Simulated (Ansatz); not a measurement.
## Ba2NaCu: relaxing a made-up structure

This structure for Ba2NaCu is made up. Its elements were placed in a known structure type with a cell scaled to their sizes. What cell does the guess relax to, and how far off was it?

Calculated with Ansatz 0.2.0; DFT, PBE, plane-wave PAW, files of the set soft_1, scalar-relativistic, ferromagnetic start, cell and ions relaxed at zero pressure; PAW set soft_1, in the first sound run; inputs show where later runs differ.

## Step 1: The starting structure

Symmetry: P6_3/mmc, No. 194, hexagonal system. The conventional cell has a = 4.653 Å, b = 4.653 Å, c = 17.815 Å, α = 90.00°, β = 90.00°, γ = 120.00°. Nearest to Ba lie 3 Na at 3.51 Å and 3 Cu at 3.51 Å. Cu has 3 Na at 2.69 Å and 6 Ba at 3.51 Å nearest. Na has 3 Cu at 2.69 Å and 6 Ba at 3.51 Å nearest. Farther neighbours are not listed.

## Step 2: Relaxation of the guess

The guessed cell has no reason to be at equilibrium. It is relaxed with the atoms, within the space group of the guess.

Contents of input.yaml:

```yaml
crystal:
  lattice:
    - [4.653, 0.0, 0.0]
    - [-2.3265, 4.029616204, 0.0]
    - [0.0, 0.0, 17.815]
  atoms:
    - { symbol: Ba, position: [0.333333333, 0.666666667, 0.1236] }
    - { symbol: Ba, position: [0.666666667, 0.333333333, 0.6236] }
    - { symbol: Ba, position: [0.666666667, 0.333333333, 0.8764] }
    - { symbol: Ba, position: [0.333333333, 0.666666667, 0.3764] }
    - { symbol: Cu, position: [0.0, 0.0, 0.25], spin: 0.6 }
    - { symbol: Cu, position: [0.0, 0.0, 0.75], spin: 0.6 }
    - { symbol: Na, position: [0.333333333, 0.666666667, 0.75] }
    - { symbol: Na, position: [0.666666667, 0.333333333, 0.25] }
magnetization:
  spin_polarized: true
kpoints:
  mp_grid: { grid: [7, 7, 2] }
scf:
  occupations: { method: fermi_dirac, width: 0.05 }
hamiltonian:
  xc: pbe
  pseudopotentials: { kind: paw, azcp: { folder: soft_1 } }
relax:
  f_tol: 0.015
  max_steps: 70
  cell: {}
output:
  forces: true
  stress: true
```

The run is started by

```bash
ansatz run input.yaml --threads 4 --pin off --max-ram 10240MiB --backend cpu --events-out ev --progress --plain --runs-dir out
```

Numbers of over 12 decimals in the logs are rounded to 6 here.

Output:

```text
Engine: ansatz 0.2.0, x86_64-unknown-linux-gnu
Pseudopotentials: kind: paw
Pseudopotential: Ba, paw, valence charge 10, recommended cutoff 420 eV (normal), soft_1/Ba.paw.azcp
Pseudopotential: Cu, paw, valence charge 19, recommended cutoff 420 eV (normal), soft_1/Cu.paw.azcp
Pseudopotential: Na, paw, valence charge 9, recommended cutoff 420 eV (normal), soft_1/Na.paw.azcp
Functional definition: PBE
  parameter kappa = 0.804
  parameter beta = 0.066725
  exchange = pbe_x(kappa = kappa, mu = beta*pi^2/3)
  correlation = pbe_c(beta = beta)
Crystal: 8 atoms, lattice volume = 334.028 Å³
Basis set: ecut = 420 eV, 6521 PW (Γ), exchange–correlation on 64×64×240 points (8 copies of the dense FFT grid, shifted against one another)
Bands: 59, of which v1, the nominal top of the filled ones, is band 48 counted from 1 (47 counted from 0)
Symmetry: 24 space group operations
Space group: P63/mmc (ITA 194), of the structure as read, at distance tolerance 6.9e-5 Å
Magnetic group: BNS 194.263 (UNI 1493), of the structure as read, at distance tolerance 6.9e-5 Å
k-points: 16 of 98
Non-local potential: Ba, projectors of the file, l = 0: 3, l = 1: 2, l = 2: 2, l = 3: 2
Non-local potential: Cu, projectors of the file, l = 0: 3, l = 1: 2, l = 2: 3, l = 3: 1
Non-local potential: Na, projectors of the file, l = 0: 3, l = 1: 2, l = 2: 1
PAW form: soft (Blöchl's): semilocal exchange-correlation on the pseudo side does not see the compensation charge
PAW one-centre angular grid: Ba, 194 points (default); XC on 64 Gauss nodes
PAW one-centre angular grid: Cu, 590 points (default); XC on 64 Gauss nodes
PAW one-centre angular grid: Na, 110 points (default); XC on 64 Gauss nodes
Initial density: superposition of atomic densities (chi_scale 0.1, normalization cell, long waves kept (reshape's long-wave potential 0.13 eV rms))
Starting moments: Σ|m| = 1.2 μB on 2 of 8 sites
Initial wavefunctions: pseudopotential atomic-orbital guess
Functional: x = pbe(κ = 0.804, μ = 0.219515), c = pbe(β = 0.066725)
SCF iter   1: F=—  HF=-40055.310626 eV  |F-HF|=—  |Δ(HF+E_count)|=         —  Δρ=3.60e-1 (↑3.60e-1 ↓3.38e-1)  dr2=1.64e3  dr2_m=3.81e-1  M=0.641 μB ∫|m|=1.008 μB  β_m=0.30  ethr=3.10e-3  ⟨swp⟩=11.9  Hψ=9509  notcnv=0
preconditioner: auto → Kerker (q_TF=auto, 2.216 Å⁻¹)  [metal: Δε(μ)=0.010 eV  Ē_g=2.253 eV  σ=0.050 eV  W_gap=0.05  n_scr=66 (ndim 8)  ℏωp=11.5 eV  f_vac=0.000  D(μ)=10.40/eV (n_scr^D=78)]
spin=Collinear: Kerker preconditioning applied to the charge; magnetization (m = ρ↑ − ρ↓) channel mixes plain (no charge-response kernel on spin).
SCF iter   2: F=—  HF=-40123.404366 eV  |F-HF|=—  |Δ(HF+E_count)|=    6.81e1  Δρ=1.86e-1 (↑1.47e-1 ↓1.86e-1)  dr2=2.19e2  dr2_m=1.24e0  M=0.263 μB ∫|m|=0.269 μB  β_m=0.30  ethr=3.10e-3  ⟨swp⟩=7.1  Hψ=10405  notcnv=0  defer=1
SCF iter   3: F=—  HF=-40044.221716 eV  |F-HF|=—  |Δ(HF+E_count)|=    7.92e1  Δρ=1.17e-1 (↑9.01e-2 ↓1.17e-1)  dr2=9.42e1  dr2_m=5.63e-1  M=0.145 μB ∫|m|=0.162 μB  β_m=0.30  ethr=3.10e-3  ⟨swp⟩=4.1  Hψ=6312  notcnv=0  defer=51
SCF iter   4: F=—  HF=-40022.165364 eV  |F-HF|=—  |Δ(HF+E_count)|=    2.21e1  Δρ=2.29e-2 (↑7.16e-3 ↓2.29e-2)  dr2=6.90e0  dr2_m=2.48e-1  M=0.055 μB ∫|m|=0.093 μB  β_m=0.30  ethr=3.10e-3  ⟨swp⟩=5.6  Hψ=6955  notcnv=0  defer=14
SCF iter   5: F=—  HF=-40023.052159 eV  |F-HF|=—  |Δ(HF+E_count)|=   8.87e-1  Δρ=4.36e-2 (↑3.02e-2 ↓4.36e-2)  dr2=1.74e1  dr2_m=1.41e-1  M=0.043 μB ∫|m|=0.073 μB  β_m=0.30  ethr=3.10e-3  ⟨swp⟩=2.4  Hψ=4069  notcnv=0  defer=8
SCF iter   6: F=—  HF=-40021.218601 eV  |F-HF|=—  |Δ(HF+E_count)|=    1.83e0  Δρ=1.12e-2 (↑1.12e-2 ↓4.61e-3)  dr2=1.02e0  dr2_m=6.43e-2  M=0.023 μB ∫|m|=0.057 μB  β_m=0.30  ethr=3.10e-3  ⟨swp⟩=4.2  Hψ=4698  notcnv=0  defer=8
SCF iter   7: F=—  HF=-40020.715966 eV  |F-HF|=—  |Δ(HF+E_count)|=   5.03e-1  Δρ=5.42e-3 (↑5.42e-3 ↓2.48e-3)  dr2=1.60e-1  dr2_m=3.60e-2  M=0.015 μB ∫|m|=0.045 μB  β_m=0.30  ethr=1.06e-3  ⟨swp⟩=3.2  Hψ=4247  notcnv=0  defer=8
SCF iter   8: F=—  HF=-40020.969888 eV  |F-HF|=—  |Δ(HF+E_count)|=   2.54e-1  Δρ=1.92e-2 (↑1.92e-2 ↓1.46e-2)  dr2=2.45e0  dr2_m=1.72e-2  M=0.012 μB ∫|m|=0.044 μB  β_m=0.30  ethr=1.67e-4  ⟨swp⟩=4.1  Hψ=4823  notcnv=0  defer=9
SCF iter   9: F=—  HF=-40020.895520 eV  |F-HF|=—  |Δ(HF+E_count)|=   7.44e-2  Δρ=1.01e-2 (↑1.01e-2 ↓6.44e-3)  dr2=6.72e-1  dr2_m=1.06e-2  M=0.007 μB ∫|m|=0.032 μB  β_m=0.30  ethr=1.67e-4  ⟨swp⟩=2.2  Hψ=4075  notcnv=0  defer=8
SCF iter  10: F=—  HF=-40020.875667 eV  |F-HF|=—  |Δ(HF+E_count)|=   1.99e-2  Δρ=8.67e-3 (↑8.67e-3 ↓5.90e-3)  dr2=5.39e-1  dr2_m=5.98e-3  M=0.004 μB ∫|m|=0.026 μB  β_m=0.30  ethr=1.67e-4  ⟨swp⟩=2.2  Hψ=2715  notcnv=0  defer=8
Mixer restart at iter 10: flushing history
spin-set hold released at iteration 10 (site moments contracting): the magnetisation degrees of freedom join the quasi-Newton model from the next iteration; the mixer history was flushed
SCF iter  11: F=—  HF=-40020.817117 eV  |F-HF|=—  |Δ(HF+E_count)|=   5.86e-2  Δρ=3.95e-3 (↑1.87e-3 ↓3.95e-3)  dr2=4.82e-2  dr2_m=3.71e-3  M=0.002 μB ∫|m|=0.019 μB  β_m=0.26  ethr=1.67e-4  ⟨swp⟩=2.8  Hψ=4236  notcnv=0  defer=8
SCF iter  12: F=—  HF=-40020.804057 eV  |F-HF|=—  |Δ(HF+E_count)|=   1.31e-2  Δρ=1.07e-3 (↑9.87e-4 ↓1.07e-3)  dr2=3.34e-3  dr2_m=2.61e-3  M=0.002 μB ∫|m|=0.017 μB  β_m=0.43  ethr=5.03e-5  ⟨swp⟩=2.1  Hψ=3621  notcnv=0  defer=8
SCF iter  13: F=—  HF=-40020.805660 eV  |F-HF|=—  |Δ(HF+E_count)|=   1.60e-3  Δρ=7.94e-4 (↑2.28e-4 ↓7.94e-4)  dr2=1.01e-3  dr2_m=4.60e-4  M=-0.000 μB ∫|m|=0.010 μB  β_m=0.71  ethr=3.48e-6  ⟨swp⟩=2.6  Hψ=3505  notcnv=0  defer=8
SCF iter  14: F=—  HF=-40020.807448 eV  |F-HF|=—  |Δ(HF+E_count)|=   1.79e-3  Δρ=5.37e-4 (↑3.58e-4 ↓5.37e-4)  dr2=2.12e-3  dr2_m=2.49e-5  M=-0.000 μB ∫|m|=0.004 μB  β_m=0.83  ethr=1.05e-6  ⟨swp⟩=2.7  Hψ=2461  notcnv=0  defer=8
SCF iter  15: F=—  HF=-40020.807305 eV  |F-HF|=—  |Δ(HF+E_count)|=   1.43e-4  Δρ=2.08e-4 (↑1.65e-4 ↓2.08e-4)  dr2=4.89e-4  dr2_m=1.45e-6  M=-0.000 μB ∫|m|=0.002 μB  β_m=0.85  ethr=1.05e-6  ⟨swp⟩=2.1  Hψ=2228  notcnv=0  defer=8
SCF iter  16: F=—  HF=-40020.807237 eV  |F-HF|=—  |Δ(HF+E_count)|=   6.82e-5  Δρ=7.00e-6 (↑7.00e-6 ↓6.80e-6)  dr2=1.49e-6  dr2_m=4.87e-9  M=-0.000 μB ∫|m|=0.001 μB  β_m=0.92  ethr=5.09e-7  ⟨swp⟩=2.1  Hψ=2412  notcnv=0  defer=8
SCF iter  17: F=—  HF=-40020.807290 eV  |F-HF|=—  |Δ(HF+E_count)|=   5.36e-5  Δρ=4.26e-6 (↑3.56e-6 ↓4.26e-6)  dr2=4.03e-7  dr2_m=3.62e-9  M=-0.000 μB ∫|m|=0.001 μB  β_m=0.96  ethr=1.55e-9  ⟨swp⟩=3.4  Hψ=3685  notcnv=0  defer=8
[...]
SCF iter   6: F=—  HF=-40021.155019 eV  |F-HF|=—  |Δ(HF+E_count)|=   8.29e-6  Δρ=4.82e-6 (↑4.82e-6 ↓4.82e-6)  dr2=4.09e-7  dr2_m=7.45e-14  M=0.000 μB ∫|m|=0.000 μB  β_m=0.68  ethr=3.56e-9  ⟨swp⟩=2.0  Hψ=2213  notcnv=0
SCF iter   7: F=—  HF=-40021.155022 eV  |F-HF|=—  |Δ(HF+E_count)|=   2.43e-6  Δρ=2.02e-6 (↑2.02e-6 ↓2.02e-6)  dr2=1.61e-7  dr2_m=2.92e-14  M=0.000 μB ∫|m|=0.000 μB  β_m=0.84  ethr=4.26e-10  ⟨swp⟩=1.7  Hψ=1959  notcnv=0
SCF iter   8: F=—  HF=-40021.155022 eV  |F-HF|=—  |Δ(HF+E_count)|=   2.98e-9  Δρ=5.29e-7 (↑5.27e-7 ↓5.29e-7)  dr2=1.19e-8  dr2_m=2.03e-14  M=0.000 μB ∫|m|=0.000 μB  β_m=0.92  ethr=1.68e-10  ⟨swp⟩=1.9  Hψ=2270  notcnv=0
SCF iter   9: F=—  HF=-40021.155022 eV  |F-HF|=—  |Δ(HF+E_count)|=  4.22e-10  Δρ=4.66e-7 (↑4.65e-7 ↓4.66e-7)  dr2=9.33e-9  dr2_m=6.62e-15  M=0.000 μB ∫|m|=0.000 μB  β_m=0.88  ethr=1.24e-11  ⟨swp⟩=2.0  Hψ=2829  notcnv=0
SCF iter  10: F=—  HF=-40021.155022 eV  |F-HF|=—  |Δ(HF+E_count)|=  9.39e-10  Δρ=2.47e-7 (↑2.47e-7 ↓2.47e-7)  dr2=3.43e-9  dr2_m=2.59e-15  M=0.000 μB ∫|m|=0.000 μB  β_m=0.78  ethr=9.72e-12  ⟨swp⟩=1.0  Hψ=1888  notcnv=0
SCF iter  11: F=—  HF=-40021.155010 eV  |F-HF|=—  |Δ(HF+E_count)|=   1.17e-5  Δρ=9.72e-7 (↑9.72e-7 ↓9.71e-7)  dr2=2.96e-8  dr2_m=4.20e-15  M=0.000 μB ∫|m|=0.000 μB  β_m=0.78  ethr=3.58e-12  ⟨swp⟩=3.6  Hψ=4548  notcnv=0
SCF iter  12: F=—  HF=-40021.155010 eV  |F-HF|=—  |Δ(HF+E_count)|=  5.68e-10  Δρ=9.33e-7 (↑9.33e-7 ↓9.33e-7)  dr2=2.57e-8  dr2_m=3.14e-15  M=0.000 μB ∫|m|=0.000 μB  β_m=0.79  ethr=3.58e-12  ⟨swp⟩=1.0  Hψ=1888  notcnv=0
SCF iter  13: F=—  HF=-40021.155010 eV  |F-HF|=—  |Δ(HF+E_count)|=  2.33e-10  Δρ=9.07e-7 (↑9.07e-7 ↓9.05e-7)  dr2=2.33e-8  dr2_m=2.60e-14  M=0.000 μB ∫|m|=0.000 μB  β_m=0.88  ethr=3.58e-12  ⟨swp⟩=1.0  Hψ=1888  notcnv=0
SCF iter  14: F=—  HF=-40021.155010 eV  |F-HF|=—  |Δ(HF+E_count)|=  1.38e-10  Δρ=8.75e-7 (↑8.75e-7 ↓8.74e-7)  dr2=2.19e-8  dr2_m=1.89e-14  M=0.000 μB ∫|m|=0.000 μB  β_m=0.53  ethr=3.58e-12  ⟨swp⟩=1.0  Hψ=1888  notcnv=0
SCF iter  15: F=—  HF=-40021.155010 eV  |F-HF|=—  |Δ(HF+E_count)|=  7.28e-11  Δρ=8.72e-7 (↑8.72e-7 ↓8.70e-7)  dr2=2.16e-8  dr2_m=4.96e-14  M=0.000 μB ∫|m|=0.000 μB  β_m=0.32  ethr=3.58e-12  ⟨swp⟩=1.0  Hψ=1888  notcnv=0
SCF iter  16: F=—  HF=-40021.155010 eV  |F-HF|=—  |Δ(HF+E_count)|=  2.69e-10  Δρ=9.01e-7 (↑9.01e-7 ↓9.00e-7)  dr2=2.31e-8  dr2_m=2.36e-14  M=0.000 μB ∫|m|=0.000 μB  β_m=0.36  ethr=3.58e-12  ⟨swp⟩=1.0  Hψ=1888  notcnv=0
SCF iter  17: F=—  HF=-40021.155010 eV  |F-HF|=—  |Δ(HF+E_count)|=  1.24e-10  Δρ=9.15e-7 (↑9.15e-7 ↓9.14e-7)  dr2=2.39e-8  dr2_m=2.35e-14  M=0.000 μB ∫|m|=0.000 μB  β_m=0.22  ethr=3.58e-12  ⟨swp⟩=1.0  Hψ=1888  notcnv=0
SCF iter  18: F=—  HF=-40021.155010 eV  |F-HF|=—  |Δ(HF+E_count)|=   1.03e-9  Δρ=8.10e-7 (↑8.10e-7 ↓8.10e-7)  dr2=1.85e-8  dr2_m=5.74e-15  M=0.000 μB ∫|m|=0.000 μB  β_m=0.14  ethr=3.58e-12  ⟨swp⟩=1.0  Hψ=1888  notcnv=0
SCF iter  19: F=—  HF=-40021.155010 eV  |F-HF|=—  |Δ(HF+E_count)|=   2.74e-9  Δρ=1.08e-7 (↑1.08e-7 ↓1.08e-7)  dr2=1.16e-10  dr2_m=1.69e-12  M=-0.000 μB ∫|m|=0.000 μB  β_m=0.56  ethr=3.58e-12  ⟨swp⟩=2.2  Hψ=3225  notcnv=0
SCF iter  20: F=-40021.155010 eV  HF=-40021.155010 eV  |F-HF|=1.60e-10  |Δ(HF+E_count)|=  5.24e-10  Δρ=7.51e-8 (↑7.51e-8 ↓6.85e-8)  dr2=5.78e-11  dr2_m=3.89e-13  M=-0.000 μB ∫|m|=0.000 μB  ethr=1.00e-12  ⟨swp⟩=4.0  Hψ=5618  notcnv=0
the starting moments were not kept: the SCF closed with an absolute magnetisation of 6.7e-6 μB, where they sum to 1.2 μB in size (2 sites). That is at most 0.1 of that sum. Measured as dr2_m measures the in/out step, that magnetisation stands 5.9e-13 eV from none, at or under the dr2_threshold of 8.0e-11 eV: it is no larger than a step whose dr2_m would equal this threshold.
SCF 5 converged in 20 iterations: F = -40021.155010 eV  dr2 = 5.78e-11
relax step   5: F+E_penalty+E_count = -40021.15500994 eV  Δ(F+E_penalty+E_count) = -5.818e-4 eV  max|allowed force component| = 8.087e-3 eV/Å  Δτ_max = 0.0000 Å  P = +0.017 GPa  Ω = 348.899 Å³  stress off target by 2.93e-2 GPa  SCF on the basis re-selected at this cell (its energy is not comparable with the rows above)  (20 SCF iters)
basis re-selected at this cell: Δ(F+E_penalty+E_count) = -5.818e-4 eV, ΔP = -0.002 GPa vs the last step (what re-selecting the basis moved, of the pressure what is left beyond the Pulay correction that the steps carried, after the strain that the cell walked since its last selection, with what the two solves' SCF thresholds leave and, on support functions, any second-order correction that the steps lacked; it is no measure of the basis error at this ecutwfc). The dense FFT grid was sized anew with the basis: this SCF ran on 36×36×120 points, the steps before it on 32×32×120, so part of this shift can come from that change (see relax.cell in the input reference). [rest of the remark cut]
SCF converged after 20 iterations
Magnetization: -0.0000 μB (48.0000 up, 48.0000 down)
Absolute magnetization: 0.0000 μB (∫|ρ↑−ρ↓|, with the PAW one-centre terms)
Spin contamination: 0.0000 ħ² per cell (⟨S²⟩ above its minimum at these occupations)
Per-site moments (μB) at R_I (Å): [(1.0827176509390113e-8, 1.498917), (1.0827176196668513e-8, 1.498917), (1.0827176521407752e-8, 1.498917), (1.0827176449095831e-8, 1.498917), (2.472758386439836e-8, 1.172587), (2.472758389544829e-8, 1.172587), (3.3328908192255837e-8, 1.172587), (3.332890816999646e-8, 1.172587)]
Free energy (F): -40021.155010 eV
Harris-Foulkes:  -40021.155010 eV  (|F-HF|=1.60e-10)
Internal energy: -40021.108757 eV  (E = F + TS)
E sigma→0 (E₀):  -40021.131884 eV
Entropy (-TS):   -0.046253 eV (-5.782 meV/atom)
Fermi energy:    5.696712 eV
--- Per-component energies (eV) ---
  E_band       = -1875.589603
  E_kinetic    = 1381.175766
  E_local      = -21404.904805  (includes V_loc(G=0)·N_el)
  E_nonlocal   = 2725.392769
  E_hartree    = 9037.005723
  E_xc         = -992.806167
  E_vxc        = -769.730248  (∫ρ·V_xc dr)
  E_paw        = -25015.282318  (= ΣΔE_a)
  E_vpaw       = -1881.536611  (= ΣTr[D̂ρ^β])
  E_aug_tail   = 0.001967  (compensation charges beyond the density's cutoff)
  E_ewald      = -5751.691691
  E_smearing   = -0.046253  (= −TS)
  E_closure    = -0.000000  (closes the sum)
  Σ components = -40021.155010   (vs F -40021.155010, Δ=0.00e0)
--- Forces (eV/Å), atoms counted from 1 ---
  atom   1  Ba     0.00000000     0.00000000     0.00808657
  atom   2  Ba     0.00000000    -0.00000000     0.00808657
  atom   3  Ba     0.00000000    -0.00000000    -0.00808657
  atom   4  Ba     0.00000000     0.00000000    -0.00808657
  atom   5  Cu    -0.00000000    -0.00000000     0.00000000
  atom   6  Cu     0.00000000     0.00000000    -0.00000000
  atom   7  Na     0.00000000     0.00000000    -0.00000000
  atom   8  Na    -0.00000000    -0.00000000     0.00000000
  max |Σ_I F_I| component: 2.31e-17 eV/Å
--- Stress (GPa, compression-positive) ---
        0.010693       0.000000      -0.000000
        0.000000       0.010693      -0.000000
       -0.000000      -0.000000       0.029297
  P = ⅓ Tr σ = 0.0169 GPa (0.169 kbar)
--- Relaxed structure (4 steps of the walk, 4 accepted, 1 SCFs on fresh bases) ---
  F+E_penalty+E_count = -40021.15500994 eV   max|allowed force component| = 8.087e-3 eV/Å   (the final SCF, on the basis selected at the relaxed cell)
  cell:  # Å, volume = 348.8992 Å³
    - [4.923589, 0, 0]
    - [-2.461794, 4.263953, 0]
    - [0, 0, 16.619033]
  atoms:
    - { symbol: Ba, position: [0.333333, 0.666667, 0.113800] }
    - { symbol: Ba, position: [0.666667, 0.333333, 0.613800] }
    - { symbol: Ba, position: [0.666667, 0.333333, 0.886200] }
    - { symbol: Ba, position: [0.333333, 0.666667, 0.386200] }
    - { symbol: Cu, position: [0, 0, 0.25] }
    - { symbol: Cu, position: [0, 0, 0.75] }
    - { symbol: Na, position: [0.333333, 0.666667, 0.75] }
    - { symbol: Na, position: [0.666667, 0.333333, 0.25] }
```

The job ended after 21 s (4 threads of AMD EPYC 9B45 (Zen 5), shared host; peak memory 1.2 GiB).

The steps of the relaxation:

| step | energy less that of the first step (eV) | largest force component (eV/Å) | pressure (GPa) | volume (Å³) |
| --- | --- | --- | --- | --- |
| 1 | 0.0000 | 0.3875 | 1.63 | 334.03 |
| 2 | -0.2690 | 0.0952 | 0.91 | 332.04 |
| 3 | -0.3445 | 0.0469 | 0.02 | 351.49 |
| 4 | -0.3471 | 0.0080 | 0.02 | 348.90 |
| 5* | -0.3477 | 0.0081 | 0.02 | 348.90 |

Relaxation steps marked * repeat the geometry before them on a plane-wave basis chosen anew for their cell, so energy and pressure can jump there.

The run keeps the 24 symmetry operations that it works with, so distortions that break them were not tested.

| conventional cell, symmetrised | before | after | change |
| --- | --- | --- | --- |
| a (Å) | 4.653 | 4.924 | +5.8 % |
| b (Å) | 4.653 | 4.924 | +5.8 % |
| c (Å) | 17.815 | 16.619 | -6.7 % |
| volume (Å³/atom) | 41.75 | 43.61 | +4.5 % |

The atoms that moved most (Å, as changes of fractional coordinates times the final cell):

| atom | dx | dy | dz | length |
| --- | --- | --- | --- | --- |
| Ba2 | 0.000 | 0.000 | -0.163 | 0.163 |
| Ba3 | 0.000 | 0.000 | 0.163 | 0.163 |
| Ba4 | 0.000 | 0.000 | 0.163 | 0.163 |
| Ba1 | 0.000 | 0.000 | -0.163 | 0.163 |

Final coordinates:

```cif
data_structure
_symmetry_space_group_name_H-M 'P 1'
_symmetry_Int_Tables_number 1
_cell_length_a 4.9236
_cell_length_b 4.9236
_cell_length_c 16.6190
_cell_angle_alpha 90.000
_cell_angle_beta 90.000
_cell_angle_gamma 120.000
_cell_volume 348.90
loop_
_atom_site_label
_atom_site_type_symbol
_atom_site_fract_x
_atom_site_fract_y
_atom_site_fract_z
_atom_site_occupancy
Ba1 Ba 0.33333 0.66667 0.11380 1
Ba2 Ba 0.66667 0.33333 0.61380 1
Ba3 Ba 0.66667 0.33333 0.88620 1
Ba4 Ba 0.33333 0.66667 0.38620 1
Cu5 Cu 0.00000 0.00000 0.25000 1
Cu6 Cu 0.00000 0.00000 0.75000 1
Na7 Na 0.33333 0.66667 0.75000 1
Na8 Na 0.66667 0.33333 0.25000 1
```

Numbers from this step:

```
free energy             : -40021.1550 eV
energy at zero smearing : -40021.1319 eV
smearing term TS        : 0.04625 eV
Fermi energy            : 5.697 eV
electrons               : 96
symmetry operations     : 24
pressure                : 0.01689 GPa
```

The shortest distance of each pair, which need not be the same contact before and after:

| pair | guess (Å) | relaxed (Å) |
| --- | --- | --- |
| Cu–Na | 2.686 | 2.843 |
| Ba–Cu | 3.505 | 3.634 |
| Ba–Na | 3.505 | 3.634 |
| Ba–Ba | 4.504 | 4.527 |
| Cu–Cu | 4.653 | 4.924 |

The relaxation ends with a largest force component of 0.0081 eV/Å and a pressure of 0.02 GPa. No moment survives the cycle: this start ends non-magnetic.

[end of part 1 of 2]

[Logs are printed without paths, hosts, clocks, repeated set-up lines and the standing remarks that a program may print on its own settings, such as how far it seeks lower states.]

[Hosts, paths, dates, database ids (printed as entryN), source tags and the programs' standing remarks are cut or masked in the printed files.]
